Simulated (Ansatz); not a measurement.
Rows from a G0W0 calculation on CsSnI3 (P4/mbm) (Ansatz 0.2.0; G0W0 on r2SCAN, plane waves, PAW; 2×2×2 mesh, 1068 empty bands, screening to 100 eV), in eV. Spin-orbit coupling is left out.

```tsv
row	k	band	start	Σx	Σc at the solution	Vxc
A	(0.000, 0.000, -0.500)	v1	5.380	-16.573	0.490	-15.780
B	(0.000, 0.000, -0.500)	c3	5.850	-7.723	-3.696	-11.497
C	(0.000, 0.000, -0.500)	v3	3.405	-17.472	2.179	-14.746
D	(0.000, 0.000, -0.500)	v2	3.758	-17.365	1.661	-15.285
E	(0.000, 0.000, -0.500)	c1	5.833	-8.229	-3.345	-11.620
```

Q: Work out each quasiparticle level and how far it moved.

The quasiparticle equation reads E = start + Σx + Σc(E) − Vxc.

```tsv
row	E (eV)	shift (eV)
A	5.077	−0.302
B	5.928	+0.078
C	2.857	−0.548
D	3.340	−0.418
E	5.879	+0.046
```

The gap over the computed points goes from 0.45 eV to 0.80 eV.

Limits: not at the basis limit; mesh may overstate the screening; no spin-orbit coupling; coarse k mesh.

[Paths, hosts, dates, memory and timing lines, banners, echoed tables and standing remarks are left out of the program output.]

[Logs are printed without paths, hosts, clocks, repeated set-up lines and the standing remarks that a program may print on its own settings, such as how far it seeks lower states.]

[Runs of the session that timed out or met a known fault of the program may be left out.]

[Cells called generated may have been cut or substituted from an entry of the Crystallography Open Database or the Materials Project.]

[Hosts, paths, dates, database ids (printed as entryN), source tags and the programs' standing remarks are cut or masked in the printed files.]
